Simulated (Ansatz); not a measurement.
# P on W(110): change of the work function

Wanted: Δφ(θ) for P/W(110), starting from the hollow site.

Main program and level: Ansatz 0.2.0; plane-wave DFT, PBE, Ansatz PAW.

## (1) The starting structure

The cell holds 4 atoms: 4 W. Cell: a = 2.737 Å, b = 2.737 Å, c = 24.703 Å, α = 90.0°, β = 90.0°, γ = 70.5°. Vacuum lies along c.

## (2) The clean slab

The bare slab comes first, as the zero from which every change is counted. The two lowest layers are held at bulk places and the upper ones relax. The dipole correction removes the false field that a one-sided slab makes across the periodic vacuum, so each face gets a flat vacuum level of its own.

input.yaml reads:

```yaml
crystal:
  lattice:
    - [2.2344574285, -1.58, 0.0]
    - [2.2344574285, 1.58, 0.0]
    - [0.0, 0.0, 24.7033722856]
  atoms:
    - { symbol: W, position: [0.0, 0.0, 0.3643227287] }
    - { symbol: W, position: [0.5, 0.5, 0.4547742429] }
    - { symbol: W, position: [0.0, 0.0, 0.5452257571] }
    - { symbol: W, position: [0.5, 0.5, 0.6356772713] }
kpoints:
  mp_grid: { grid: [12, 12, 1] }
hamiltonian:
  xc: pbe
scf:
  occupations: { method: fermi_dirac, width: 0.1 }
  convergence: { dr2_threshold: 1.0e-08 }
efield:
  axis: 3
  dipole_correction: true
  ramp_position: 0.97
  ramp_width: 0.06
relax:
  f_tol: 0.02
  max_steps: 60
  constraints: [{ sites: [0, 1] }]
output:
  write_potential: true
  write_density: true
  volumetric_format: npy
```

Started as:

```bash
> ansatz run input.yaml --threads 4 --pin off --max-ram 16384MiB --backend cpu --events-out ev --progress --plain --runs-dir out
```

What it wrote:

```text
Engine: ansatz 0.2.0, aarch64-unknown-linux-gnu
Pseudopotentials: kind: paw
Pseudopotential: W, paw, valence charge 14, recommended cutoff 420 eV (normal), W.paw.azcp
Functional definition: PBE
  parameter kappa = 0.804
  parameter beta = 0.066725
  exchange = pbe_x(kappa = kappa, mu = beta*pi^2/3)
  correlation = pbe_c(beta = beta)
Crystal: 4 atoms, lattice volume = 174.428 Å³
Basis set: ecut = 420 eV, 3461 PW (Γ), exchange–correlation on 40×40×360 points (8 copies of the dense FFT grid, shifted against one another)
Bands: 34, of which v1, the nominal top of the filled ones, is band 28 counted from 1 (27 counted from 0)
Symmetry: 4 space group operations
k-points: 43 of 144
Non-local potential: W, projectors of the file, l = 0: 3, l = 1: 2, l = 2: 2, l = 3: 1
PAW form: soft (Blöchl's): semilocal exchange-correlation on the pseudo side does not see the compensation charge
PAW one-centre angular grid: W, 590 points (default); XC on 64 Gauss nodes
Initial density: superposition of atomic densities (neutral atoms: chi_scale 0, normalization atom), corrected by the library's trained network
Initial wavefunctions: pseudopotential atomic-orbital guess
Functional: x = pbe(κ = 0.804, μ = 0.219515), c = pbe(β = 0.066725)
SCF iter   1: F=—  HF=-41536.547941 eV  |F-HF|=—  |Δ(HF+E_count)|=         —  Δρ=9.69e-3  dr2=1.99e0  ethr=1.77e-3  p=0.000 e·Å  D=4.83e-14 V/Å  ΔV_dip=-0.00 eV  dr2_dipole=2.75e-7  V_vac-E_F(+/−)=5.06/5.06 eV  ⟨swp⟩=7.9  Hψ=15776  notcnv=0  defer=16
efield: sawtooth ramp at fractional position 0.9700 (set: `efield.ramp_position`, or a place that a band, a saddle search or an elastic batch's reference lends), width 0.0600; the density the first Hamiltonian is built on has a dipole p = 0.000 e·Å; the dipole correction subtracts the counter field D = 4.83e-14 V/Å, which shifts the + side's vacuum level by -0.00 eV against the − side's; the planar-averaged density in the ramp window peaks in size at 1.1e-5 e/Å³
automatic band count: the SCF goes on with 40 bands, as 34 were too few: the levels above may hold too much charge
preconditioner: auto → LDOS  [metal: Δε(μ)=0.044 eV  Ē_g=6.098 eV  σ=0.100 eV  W_gap=0.11  n_scr=16 (ndim 8)  ℏωp=13.8 eV  f_vac=0.562  D(μ)=3.18/eV (n_scr^D=14)  β→1.0]
SCF iter   2: F=—  HF=-41536.463453 eV  |F-HF|=—  |Δ(HF+E_count)|=   8.45e-2  Δρ=3.80e-3  dr2=1.53e-1  ethr=1.77e-3  p=-0.000 e·Å  D=-1.41e-5 V/Å  ΔV_dip=0.00 eV  dr2_dipole=9.41e-8  V_vac-E_F(+/−)=4.91/4.91 eV  ⟨swp⟩=2.0  Hψ=2409  notcnv=0  defer=46
SCF iter   3: F=—  HF=-41536.454051 eV  |F-HF|=—  |Δ(HF+E_count)|=   9.40e-3  Δρ=7.33e-4  dr2=4.77e-3  ethr=2.73e-4  p=-0.000 e·Å  D=-5.84e-6 V/Å  ΔV_dip=0.00 eV  dr2_dipole=2.39e-8  V_vac-E_F(+/−)=4.90/4.90 eV  ⟨swp⟩=1.9  Hψ=2195  notcnv=0  defer=48
SCF iter   4: F=—  HF=-41536.453642 eV  |F-HF|=—  |Δ(HF+E_count)|=   4.09e-4  Δρ=2.26e-4  dr2=2.83e-4  ethr=8.51e-6  p=-0.000 e·Å  D=-2.80e-6 V/Å  ΔV_dip=0.00 eV  dr2_dipole=3.72e-9  V_vac-E_F(+/−)=4.90/4.90 eV  ⟨swp⟩=2.2  Hψ=2210  notcnv=0  defer=48
SCF iter   5: F=—  HF=-41536.453616 eV  |F-HF|=—  |Δ(HF+E_count)|=   2.57e-5  Δρ=8.21e-5  dr2=9.88e-6  ethr=5.05e-7  p=-0.000 e·Å  D=-1.58e-6 V/Å  ΔV_dip=0.00 eV  dr2_dipole=4.44e-10  V_vac-E_F(+/−)=4.90/4.90 eV  ⟨swp⟩=2.8  Hψ=2489  notcnv=0  defer=48
SCF iter   6: F=—  HF=-41536.453677 eV  |F-HF|=—  |Δ(HF+E_count)|=   6.09e-5  Δρ=1.85e-5  dr2=1.78e-6  ethr=1.76e-8  p=-0.000 e·Å  D=-3.96e-7 V/Å  ΔV_dip=0.00 eV  dr2_dipole=1.10e-14  V_vac-E_F(+/−)=4.90/4.90 eV  ⟨swp⟩=3.0  Hψ=2816  notcnv=0  defer=46
SCF iter   7: F=—  HF=-41536.453677 eV  |F-HF|=—  |Δ(HF+E_count)|=   1.78e-7  Δρ=5.89e-6  dr2=9.96e-8  ethr=3.18e-9  p=-0.000 e·Å  D=-1.01e-7 V/Å  ΔV_dip=0.00 eV  dr2_dipole=1.15e-12  V_vac-E_F(+/−)=4.90/4.90 eV  ⟨swp⟩=2.1  Hψ=2209  notcnv=0  defer=46
SCF iter   8: F=—  HF=-41536.453677 eV  |F-HF|=—  |Δ(HF+E_count)|=   1.72e-7  Δρ=2.09e-6  dr2=1.13e-8  ethr=1.79e-11  p=-0.000 e·Å  D=-5.65e-8 V/Å  ΔV_dip=0.00 eV  dr2_dipole=6.97e-14  V_vac-E_F(+/−)=4.90/4.90 eV  ⟨swp⟩=12.3  Hψ=12536  notcnv=0
SCF iter   9: F=-41536.453677 eV  HF=-41536.453677 eV  |F-HF|=2.90e-9  |Δ(HF+E_count)|=   2.45e-9  Δρ=6.34e-7  dr2=1.02e-9  ethr=1.79e-11  p=-0.000 e·Å  D=-1.55e-8 V/Å  ΔV_dip=0.00 eV  dr2_dipole=4.30e-15  V_vac-E_F(+/−)=4.90/4.90 eV  ⟨swp⟩=10.8  Hψ=10717  notcnv=0
SCF 1 converged in 9 iterations: F = -41536.453677 eV  dr2 = 1.02e-9
  greatest PAW one-centre occupation: 1.000 electrons in one spin orbital (limit 2), on the W atom at site 0 (counted from 0), in its partial waves of l = 0
relax step   1: F+E_penalty+E_count = -41536.45367728 eV  Δ(F+E_penalty+E_count) = +0.000e0 eV  max|allowed force component| = 6.535e-1 eV/Å  Δτ_max = 0.0000 Å  (9 SCF iters, accepted)
Bands: 40, of which v1, the nominal top of the filled ones, is band 28 counted from 1 (27 counted from 0)
Initial density: handed on by an earlier stage of this run
Initial wavefunctions: those handed on with the density
iter 1 solved again at ethr=9.58e-4 eV; its pass at ethr=3.10e-3 eV (dr2=5.36e-1 eV) is discarded
SCF iter   1: F=—  HF=-41536.451060 eV  |F-HF|=—  |Δ(HF+E_count)|=         —  Δρ=7.55e-3  dr2=5.51e-1  ethr=9.58e-4  p=-0.000 e·Å  D=-4.98e-7 V/Å  ΔV_dip=0.00 eV  dr2_dipole=8.25e-2  V_vac-E_F(+/−)=4.92/4.92 eV  ⟨swp⟩=1.6  Hψ=6453  notcnv=0  defer=49
efield: sawtooth ramp at fractional position 0.9700 (set: `efield.ramp_position`, or a place that a band, a saddle search or an elastic batch's reference lends), width 0.0600; the density the first Hamiltonian is built on has a dipole p = -0.000 e·Å; the dipole correction subtracts the counter field D = -4.98e-7 V/Å, which shifts the + side's vacuum level by +0.00 eV against the − side's; the planar-averaged density in the ramp window peaks in size at 4.2e-6 e/Å³
preconditioner: auto → LDOS  [metal: Δε(μ)=0.008 eV  Ē_g=6.108 eV  σ=0.100 eV  W_gap=0.02  n_scr=16 (ndim 8)  ℏωp=13.8 eV  f_vac=0.561  D(μ)=3.03/eV (n_scr^D=12)  β→1.0]
SCF iter   2: F=—  HF=-41536.439067 eV  |F-HF|=—  |Δ(HF+E_count)|=   1.20e-2  Δρ=5.12e-3  dr2=1.98e-1  ethr=9.58e-4  p=0.007 e·Å  D=7.37e-3 V/Å  ΔV_dip=-0.18 eV  dr2_dipole=2.51e-3  V_vac-E_F(+/−)=4.72/4.90 eV  ⟨swp⟩=2.7  Hψ=2768  notcnv=0  defer=49
SCF iter   3: F=—  HF=-41536.411540 eV  |F-HF|=—  |Δ(HF+E_count)|=   2.75e-2  Δρ=1.14e-3  dr2=8.39e-3  ethr=3.53e-4  p=0.005 e·Å  D=5.11e-3 V/Å  ΔV_dip=-0.13 eV  dr2_dipole=6.86e-5  V_vac-E_F(+/−)=4.79/4.91 eV  ⟨swp⟩=2.4  Hψ=2949  notcnv=0  defer=49
[...]
SCF iter   3: F=—  HF=-41536.467263 eV  |F-HF|=—  |Δ(HF+E_count)|=   1.04e-2  Δρ=8.47e-4  dr2=5.12e-3  ethr=1.42e-4  p=0.004 e·Å  D=4.30e-3 V/Å  ΔV_dip=-0.11 eV  dr2_dipole=4.39e-5  V_vac-E_F(+/−)=4.79/4.90 eV  ⟨swp⟩=2.6  Hψ=3087  notcnv=0  defer=49
SCF iter   4: F=—  HF=-41536.466247 eV  |F-HF|=—  |Δ(HF+E_count)|=   1.02e-3  Δρ=1.79e-4  dr2=1.18e-4  ethr=9.14e-6  p=0.004 e·Å  D=3.68e-3 V/Å  ΔV_dip=-0.09 eV  dr2_dipole=5.74e-7  V_vac-E_F(+/−)=4.81/4.90 eV  ⟨swp⟩=2.5  Hψ=2483  notcnv=0  defer=49
SCF iter   5: F=—  HF=-41536.466260 eV  |F-HF|=—  |Δ(HF+E_count)|=   1.35e-5  Δρ=5.43e-5  dr2=8.97e-6  ethr=2.11e-7  p=0.003 e·Å  D=3.19e-3 V/Å  ΔV_dip=-0.08 eV  dr2_dipole=8.65e-7  V_vac-E_F(+/−)=4.82/4.90 eV  ⟨swp⟩=2.2  Hψ=2723  notcnv=0  defer=49
SCF iter   6: F=—  HF=-41536.466316 eV  |F-HF|=—  |Δ(HF+E_count)|=   5.58e-5  Δρ=1.68e-5  dr2=2.41e-6  ethr=1.60e-8  p=0.003 e·Å  D=2.93e-3 V/Å  ΔV_dip=-0.07 eV  dr2_dipole=2.53e-8  V_vac-E_F(+/−)=4.83/4.90 eV  ⟨swp⟩=2.8  Hψ=3011  notcnv=0  defer=49
SCF iter   7: F=—  HF=-41536.466316 eV  |F-HF|=—  |Δ(HF+E_count)|=   9.87e-8  Δρ=6.68e-6  dr2=1.22e-7  ethr=4.30e-9  p=0.003 e·Å  D=2.81e-3 V/Å  ΔV_dip=-0.07 eV  dr2_dipole=1.60e-9  V_vac-E_F(+/−)=4.83/4.90 eV  ⟨swp⟩=2.0  Hψ=2145  notcnv=0  defer=49
SCF iter   8: F=—  HF=-41536.466316 eV  |F-HF|=—  |Δ(HF+E_count)|=   1.35e-7  Δρ=2.67e-6  dr2=2.96e-8  ethr=2.18e-10  p=0.003 e·Å  D=2.77e-3 V/Å  ΔV_dip=-0.07 eV  dr2_dipole=8.00e-10  V_vac-E_F(+/−)=4.83/4.90 eV  ⟨swp⟩=3.0  Hψ=3071  notcnv=0  defer=49
SCF iter   9: F=-41536.466316 eV  HF=-41536.466316 eV  |F-HF|=3.74e-9  |Δ(HF+E_count)|=   1.98e-8  Δρ=7.34e-7  dr2=1.32e-9  ethr=1.79e-11  p=0.003 e·Å  D=2.76e-3 V/Å  ΔV_dip=-0.07 eV  dr2_dipole=5.96e-13  V_vac-E_F(+/−)=4.83/4.90 eV  ⟨swp⟩=11.1  Hψ=11214  notcnv=0
SCF 3 converged in 9 iterations: F = -41536.466316 eV  dr2 = 1.32e-9
relax step   3: F+E_penalty+E_count = -41536.46631625 eV  Δ(F+E_penalty+E_count) = -1.264e-2 eV  max|allowed force component| = 9.000e-2 eV/Å  Δτ_max = 0.0345 Å  (9 SCF iters, accepted)
SCF iter   1: F=—  HF=-41536.467006 eV  |F-HF|=—  |Δ(HF+E_count)|=         —  Δρ=7.95e-4  dr2=4.51e-3  ethr=1.73e-4  p=0.003 e·Å  D=2.76e-3 V/Å  ΔV_dip=-0.07 eV  dr2_dipole=5.29e-4  V_vac-E_F(+/−)=4.83/4.90 eV  ⟨swp⟩=2.1  Hψ=2956  notcnv=0  defer=49
efield: sawtooth ramp at fractional position 0.9700 (set: `efield.ramp_position`, or a place that a band, a saddle search or an elastic batch's reference lends), width 0.0600; the density the first Hamiltonian is built on has a dipole p = 0.003 e·Å; the dipole correction subtracts the counter field D = 2.76e-3 V/Å, which shifts the + side's vacuum level by -0.07 eV against the − side's; the planar-averaged density in the ramp window peaks in size at 2.5e-6 e/Å³
preconditioner: auto → LDOS  [metal: Δε(μ)=0.042 eV  Ē_g=6.069 eV  σ=0.100 eV  W_gap=0.10  n_scr=16 (ndim 8)  ℏωp=13.8 eV  f_vac=0.561  D(μ)=3.08/eV (n_scr^D=14)  β→1.0]
SCF iter   2: F=—  HF=-41536.466782 eV  |F-HF|=—  |Δ(HF+E_count)|=   2.25e-4  Δρ=3.58e-4  dr2=1.22e-3  ethr=8.05e-6  p=0.002 e·Å  D=2.05e-3 V/Å  ΔV_dip=-0.05 eV  dr2_dipole=4.65e-5  V_vac-E_F(+/−)=4.85/4.90 eV  ⟨swp⟩=2.0  Hψ=2582  notcnv=0  defer=49
SCF iter   3: F=—  HF=-41536.466693 eV  |F-HF|=—  |Δ(HF+E_count)|=   8.84e-5  Δρ=1.37e-4  dr2=1.44e-4  ethr=2.17e-6  p=0.002 e·Å  D=2.31e-3 V/Å  ΔV_dip=-0.06 eV  dr2_dipole=1.26e-5  V_vac-E_F(+/−)=4.84/4.90 eV  ⟨swp⟩=2.0  Hψ=2277  notcnv=0  defer=49
SCF iter   4: F=—  HF=-41536.466668 eV  |F-HF|=—  |Δ(HF+E_count)|=   2.55e-5  Δρ=3.26e-5  dr2=6.82e-6  ethr=2.57e-7  p=0.002 e·Å  D=2.20e-3 V/Å  ΔV_dip=-0.05 eV  dr2_dipole=8.20e-7  V_vac-E_F(+/−)=4.84/4.90 eV  ⟨swp⟩=3.4  Hψ=3097  notcnv=0  defer=49
SCF iter   5: F=—  HF=-41536.466723 eV  |F-HF|=—  |Δ(HF+E_count)|=   5.51e-5  Δρ=1.10e-5  dr2=2.53e-7  ethr=1.22e-8  p=0.002 e·Å  D=2.19e-3 V/Å  ΔV_dip=-0.05 eV  dr2_dipole=5.43e-9  V_vac-E_F(+/−)=4.84/4.90 eV  ⟨swp⟩=2.5  Hψ=2375  notcnv=0  defer=49
SCF iter   6: F=—  HF=-41536.466723 eV  |F-HF|=—  |Δ(HF+E_count)|=   2.64e-7  Δρ=4.53e-6  dr2=3.51e-8  ethr=4.52e-10  p=0.002 e·Å  D=2.20e-3 V/Å  ΔV_dip=-0.05 eV  dr2_dipole=1.68e-10  V_vac-E_F(+/−)=4.84/4.90 eV  ⟨swp⟩=2.8  Hψ=3016  notcnv=0  defer=49
SCF iter   7: F=-41536.466723 eV  HF=-41536.466723 eV  |F-HF|=5.69e-9  |Δ(HF+E_count)|=   7.88e-8  Δρ=1.73e-6  dr2=9.35e-9  ethr=1.79e-11  p=0.002 e·Å  D=2.20e-3 V/Å  ΔV_dip=-0.05 eV  dr2_dipole=1.03e-12  V_vac-E_F(+/−)=4.84/4.90 eV  ⟨swp⟩=11.5  Hψ=11409  notcnv=0
SCF 4 converged in 7 iterations: F = -41536.466723 eV  dr2 = 9.35e-9
relax step   4: F+E_penalty+E_count = -41536.46672319 eV  Δ(F+E_penalty+E_count) = -4.069e-4 eV  max|allowed force component| = 1.129e-2 eV/Å  Δτ_max = 0.0139 Å  (7 SCF iters, accepted)
NSCF: frozen V_eff on 43 k-points
the band table was solved once a step of the walk had ended and its energy, with any forces and stress, was formed, with the checks that follow a solve (9071 applications of the Hamiltonian). They found nothing against the state; the energy, forces and stress were not computed again (output.eigenvalues in the input reference)
WARN: The output density's exchange-correlation potential varies sharply where the density is thin. Do not read a vacuum level from v_tot or v_xc, or from such a field of the output density. On a cell that repeats whose density bears no net charge and no dipole along the vacuum's axis use v_es (v_loc + v_h of the components); under efield.dipole_correction with no amplitude use v_es + v_field, which holds any externa [...]
SCF converged after 7 iterations
Free energy (F): -41536.466723 eV
Harris-Foulkes:  -41536.466723 eV  (|F-HF|=5.69e-9)
Internal energy: -41536.366955 eV  (E = F + TS)
E sigma→0 (E₀):  -41536.416839 eV
Entropy (-TS):   -0.099768 eV (-24.942 meV/atom)
Fermi energy:    5.203880 eV
Dipole field:    D = 0.002197 V/Å  (p = 0.002118 e·Å, saw-weighted, corrected)
Work function:   Φ+ = 4.8447 eV   Φ− = 4.8989 eV
Levels:          The Fermi level and band energies are counted from a zero that moves with the ramp; work functions are not
--- Per-component energies (eV) ---
  E_band       = -1291.057248
  E_kinetic    = 1792.505388
  E_local      = -71121.558076  (includes V_loc(G=0)·N_el)
  E_nonlocal   = 4.576205
  E_hartree    = 34741.224890
  E_xc         = -1063.352008
  E_vxc        = -949.335306  (∫ρ·V_xc dr)
  E_paw        = -34249.938995  (= ΣΔE_a)
  E_vpaw       = -499.704010  (= ΣTr[D̂ρ^β])
  E_aug_tail   = -0.000235  (compensation charges beyond the density's cutoff)
  E_efield     = 0.000002  (sawtooth field / dipole correction)
  E_vefield    = -0.001025  (∫n·V_field dr)
  E_ewald      = 28360.175874
  E_smearing   = -0.099768  (= −TS)
  E_closure    = -0.000000  (closes the sum)
  Σ components = -41536.466723   (vs F -41536.466723, Δ=0.00e0)
--- Forces (eV/Å), atoms counted from 1 ---
  atom   1  W      0.00000000     0.00000000     0.36117714
  atom   2  W      0.00000000    -0.00000000    -0.34159757
  atom   3  W      0.00000000    -0.00000000    -0.00830034
  atom   4  W      0.00000000    -0.00000000    -0.01129449
  max |Σ_I F_I| component: 1.53e-5 eV/Å
--- Band table (eV; the first three rows and the last of 43) ---
  k-point 0: bands = [... 24 lower, 3.7540, 3.7892, 3.9762, 4.5401, 4.8127, 5.7605, 6.0199, 6.9297, ... 8 higher]
  k-point 1: bands = [... 24 lower, 3.5720, 3.7614, 4.1231, 4.4811, 4.8136, 5.3411, 6.2452, 6.7515, ... 8 higher]
  k-point 2: bands = [... 24 lower, 3.3977, 3.5331, 3.9616, 4.3822, 4.9156, 5.2947, 6.6226, 6.6532, ... 8 higher]
  k-point 42: bands = [... 24 lower, 3.7933, 5.7375, 5.8442, 6.2645, 6.3571, 6.8712, 7.2505, 8.8378, ... 8 higher]
--- Relaxed structure (4 steps of the walk, 3 accepted, 0 SCFs on fresh bases) ---
  F+E_penalty+E_count = -41536.46672319 eV   max|allowed force component| = 1.129e-2 eV/Å
  atoms:
    - { symbol: W, position: [0.0, 0.0, 0.3643227287] }
    - { symbol: W, position: [0.5, 0.5, 0.4547742429] }
    - { symbol: W, position: [-6.653931e-19, 6.653931e-19, 0.546759] }
    - { symbol: W, position: [0.5, 0.5, 0.635499] }
```

Elapsed: 27 s, on 4 threads of Arm Neoverse V1, shared host; peak memory 0.59 GiB; 1.8 min of CPU time.

The steps of the relaxation:

```
step  energy less that of the first step (eV)  largest force component (eV/Å)
   1                                   0.0000                          0.6535
   2                                   0.0440                          1.3654
   3                                  -0.0126                          0.0900
   4                                  -0.0130                          0.0113
```

Relaxation step 2 was tried and not accepted.

The run keeps the 4 symmetry operations that the program found, so distortions that break them were not tested.

The atoms that moved most (Å):

| atom | dx | dy | dz | length |
| --- | --- | --- | --- | --- |
| W3 | 0.000 | 0.000 | 0.038 | 0.038 |

Numbers from this step:

| Property | Result |
| --- | --- |
| energy at zero smearing | -41536.4168 eV |
| work function, upper face | 4.845 eV |
| work function, lower face | 4.899 eV |
| dipole along the normal | 0.002118 e·Å |
| step between the vacuum levels | -0.05428 eV |

Running mean over 2.234 Å of the planar mean; the ramp of the sawtooth is left out. Table of electron's electrostatic potential energy less the Fermi level by z:

```
z (Å)  electron's electrostatic potential energy less the Fermi level (eV)
  3.5                                                                 4.90
  4.0                                                                 4.90
  4.5                                                                 4.90
  5.0                                                                 4.89
  5.5                                                                 4.86
  6.0                                                                 4.75
  6.5                                                                 4.41
  7.0                                                                 3.30
  7.5                                                               -0.135
  8.0                                                                -5.75
  8.5                                                                -10.5
  9.0                                                                -12.2
  9.5                                                                -12.5
 10.0                                                                -12.6
 10.5                                                                -12.7
 11.0                                                                -12.7
 11.5                                                                -12.7
 12.0                                                                -12.5
 12.5                                                                -12.4
 13.0                                                                -12.6
 13.5                                                                -12.8
 14.0                                                                -13.0
 14.5                                                                -13.1
 15.0                                                                -12.9
 15.5                                                                -12.5
 16.0                                                                -11.5
 16.5                                                                -7.95
 17.0                                                                -2.27
 17.5                                                                 2.24
 18.0                                                                 4.06
 18.5                                                                 4.61
 19.0                                                                 4.78
 19.5                                                                 4.82
 20.0                                                                 4.84
 20.5                                                                 4.84
 21.0                                                                 4.84
 21.5                                                                 4.84
```

The relaxation took 4 steps and lowered the energy by 0.013 eV; the largest force on the free atoms ends at 0.011 eV/Å.

The work function of the upper face is 4.84 eV.

(Continued in part 2 of 4.)

[Long decimals in the printed logs are rounded to 6 places.]

[Logs are printed without paths, hosts, clocks, repeated set-up lines and the standing remarks that a program may print on its own settings, such as how far it seeks lower states.]

[Hosts, paths, dates, database ids (printed as entryN), source tags and the programs' standing remarks are cut or masked in the printed files.]

[Maps of the electrostatic potential energy from Ansatz leave out the sawtooth potential of an applied field or a dipole correction, so their vacuum need not be flat; planar profiles and work functions include it.]
